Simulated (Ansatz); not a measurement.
Computed results, one entry a study.

**Quasiparticle gap of La2O3 (P-3m1)**

The structure is trigonal, space group P-3m1 (No. 164). The conventional cell has a = 3.931 Å, b = 3.931 Å, c = 6.112 Å, α = 90.00°, β = 90.00°, γ = 120.00°. Nearest to La lie 7 O at 2.36 to 2.72 Å. Nearest to O lie 4 La at 2.36 to 2.44 Å. O has 6 La at 2.72 Å nearest. Farther neighbours and most contacts between anions are not listed.

```
La O
1.0
     3.93078    0.00000    0.00000
    -1.96539    3.40415    0.00000
     0.00000    0.00000    6.11195
La O
2 3
Direct
  0.66667 0.33333 0.75376
  0.33333 0.66667 0.24624
  0.66667 0.33333 0.35411
  0.33333 0.66667 0.64589
  0.00000 0.00000 0.00000
```

- method: G0W0 on HSE06, plane waves, PAW (and 1 further level or step)
- program: Ansatz 0.2.0
- settings of one run: cutoff 420 eV, 6×6×2 k-mesh, default PAW, empty bands 525, screening cutoff 200 eV, screening contour deformation, QP bands (v2, c2)
- cost: 2 runs, 1.7 min in all on 1 × NVIDIA H100 80GB HBM3 (shared by 3 runs) with 3 threads of AMD EPYC 7R13 (Zen 3), shared host (the runs of this entry)
- notes: In doubt: masses and optical values from hybrid runs of this build are listed as unsure (in some of the runs), which bears on the screening that GW takes from such a start. The cell and positions are those that the Materials Project relaxed with its own functionals (PBE, PBE+U or r2SCAN), kept fixed. Limits: f levels unsure; no spin-orbit coupling.
- HSE06 gap over mesh and listed points: 5.286 eV, from k = (0.500, 0.000, 0.500) to k = (0.333, 0.333, 0.000)
- G0W0@HSE06 gap over all 14 irreducible mesh points: 5.767 eV, from k = (0.000, -0.500, -0.500) to k = (0.333, 0.333, 0.000)
- GW settings: 6×6×2 mesh, 525 empty bands, screening to 200 eV
- known limits: finite bands, screening cutoff and k mesh; no spin-orbit coupling in G0W0

Over all 14 irreducible mesh points the G0W0 gap is 5.767 eV, from k = (0.000, -0.500, -0.500) to k = (0.333, 0.333, 0.000). The HSE06 gap of this run on the mesh is 5.287 eV. The two states that bound the G0W0 gap lie that far apart at the start, so the correction of the gap is 5.767 − 5.287 = +0.480 eV. The valence state moves by 8.643 − 8.771 = −0.128 eV and the conduction state by 14.409 − 14.057 = +0.352 eV, on the run's own scale; how far single levels stand from their limit in bands is not shown.

[Paths, hosts, dates, memory and timing lines, banners, echoed tables and standing remarks are left out of the program output.]

[Logs are printed without paths, hosts, clocks, repeated set-up lines and the standing remarks that a program may print on its own settings, such as how far it seeks lower states.]

[Runs of the session that timed out or met a known fault of the program may be left out.]

[Cells called generated may have been cut or substituted from an entry of the Crystallography Open Database or the Materials Project.]

[Hosts, paths, dates, database ids (printed as entryN), source tags and the programs' standing remarks are cut or masked in the printed files.]
